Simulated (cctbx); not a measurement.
# What is wrong with this refinement?

Cell a = 23.0630 Å, b = 4.2220 Å, c = 13.5740 Å, α = 90.00°, β = 90.00°, γ = 90.00°; space group Pnma (no. 62).

Simulated single-crystal data (cctbx): Mo Kα, λ = 0.71073 Å, to d = 0.65 Å, 50 % of the full sphere, strongest reflection 5000 counts, noise from counting, a 2 % proportional error and a noise floor of 2 counts (s.d.); no absorption, and some extinction, which the refinements don't model.

An anisotropic refinement with weights 1/σ² prints:

```text
Rint 0.059, 2748 unique reflections to 0.65 A
cycle     R1     wR2    GooF  max shift (A)
   1  0.0672  0.1389   2.072   0.01643
   2  0.0660  0.1351   2.016   0.00013
final R1 0.0660 wR2 0.1351 GooF 2.016  parameters 78  data/parameter 35.2
atom        x        y        z      Ueq    occ   su(xyz)  su(Uiso or U11)
Sm1    0.56739  0.75000  0.95336   0.0063  1.000  0.00008  0.0004
Sm2    0.72575  0.75000  0.10017   0.0054  1.000  0.00008  0.0004
Sm3    0.88250  0.75000  0.24819   0.0057  1.000  0.00008  0.0004
Sm4    0.51911  0.75000  0.38926   0.0059  1.000  0.00008  0.0004
Pr1    0.73731  0.75000  0.83617   0.0092  1.000  0.00009  0.0005
Pr2    0.89494  0.75000  0.69156   0.0044  1.000  0.00008  0.0004
Pr3    0.86700  0.75000  0.97669   0.0069  1.000  0.00008  0.0004
Ni1    0.72852  0.75000  0.46863   0.0104  1.000  0.00022  0.0012
Ni2    0.52183  0.75000  0.75648   0.0124  1.000  0.00023  0.0012
Si1    0.83443  0.75000  0.46196   0.0094  1.000  0.00045  0.0023
Si2    0.67798  0.75000  0.62523   0.0087  1.000  0.00044  0.0023
Si3    0.56917  0.75000  0.60302   0.0101  1.000  0.00049  0.0023
Si4    0.00253  0.75000  0.34358   0.0122  1.000  0.00052  0.0026
difference map: max 55.97 min -4.85 rms 1.20
Q1    0.1622  0.7500  0.1823    4   60.68  2.56 A from Ni1
Q2    0.0460  0.7500  0.9230    4    4.10  0.64 A from Si3
Q3    0.1795  0.7500  0.2498    4    3.89  2.30 A from Sm2
Q4    0.0851  0.2500  0.8650    4    3.74  1.71 A from Sm3
Q5    0.1837  0.2500  0.6509    4    3.55  1.59 A from Si1
Q6    0.1052  0.7500  0.8516    4    3.55  1.03 A from Si3
```

**Question.** Can this result stand? If not, what is the likely fault?

Mend it. The fault: an atom left out, Si at (0.6623, 3/4, 0.3175). Against the right model at the same level, R1 goes from 0.0323 to 0.0660 and GooF from 0.95 to 2.02 and the top difference peak, 60.7 e/Å³, lies 2.56 Å from Ni1. Q1 is the missing atom. With scattering power missing, scale and phases suffer, so peaks may also grow on the heavy atoms.

The compound is Pr3Sm4Si5Ni2. The right model at the same level gives:

```text
Rint 0.059, 2748 unique reflections to 0.65 A
cycle     R1     wR2    GooF  max shift (A)
   1  0.0356  0.0699   1.045   0.00264
   2  0.0323  0.0637   0.952   0.00001
final R1 0.0323 wR2 0.0637 GooF 0.952  parameters 84  data/parameter 32.7
atom        x        y        z      Ueq    occ   su(xyz)  su(Uiso or U11)
Sm1    0.56741  0.75000  0.95340   0.0064  1.000  0.00004  0.0002
Sm2    0.72578  0.75000  0.10009   0.0055  1.000  0.00004  0.0002
Sm3    0.88248  0.75000  0.24818   0.0057  1.000  0.00004  0.0002
Sm4    0.51909  0.75000  0.38935   0.0059  1.000  0.00004  0.0002
Pr1    0.73733  0.75000  0.83627   0.0093  1.000  0.00004  0.0002
Pr2    0.89492  0.75000  0.69145   0.0046  1.000  0.00004  0.0002
Pr3    0.86702  0.75000  0.97671   0.0070  1.000  0.00004  0.0002
Ni1    0.72848  0.75000  0.46858   0.0106  1.000  0.00011  0.0006
Ni2    0.52175  0.75000  0.75630   0.0125  1.000  0.00011  0.0006
Si1    0.66229  0.75000  0.31759   0.0100  1.000  0.00022  0.0012
Si2    0.83463  0.75000  0.46166   0.0120  1.000  0.00023  0.0012
Si3    0.67807  0.75000  0.62472   0.0092  1.000  0.00021  0.0011
Si4    0.56881  0.75000  0.60331   0.0105  1.000  0.00023  0.0011
Si5    0.00261  0.75000  0.34488   0.0132  1.000  0.00024  0.0013
difference map: max 3.04 min -3.78 rms 0.68
Q1    0.1931  0.2500  0.2909    4    3.20  2.04 A from Pr2
Q2    0.1410  0.7500  0.4081    4    3.05  1.96 A from Sm2
Q3    0.1036  0.7500  0.8556    4    3.05  0.98 A from Si4
Q4    0.2361  0.7500  0.1691    4    3.01  1.71 A from Si1
Q5    0.0463  0.7500  0.9291    4    2.98  0.68 A from Si4
Q6    0.0315  0.2500  0.0800    4    2.96  2.17 A from Sm4
```

Isotropic U is held between 0.0001 and 1 Å² by the program, and listed peak heights are interpolated, so they can pass the grid's maximum.

The model is made up (kin elements in a known structure type, no relaxation), so it says nothing on whether the phase exists.

[Middle refinement cycles are left out of these outputs.]

[Logs are printed without paths, hosts, clocks, repeated set-up lines and the standing remarks that a program may print on its own settings, such as how far it seeks lower states.]
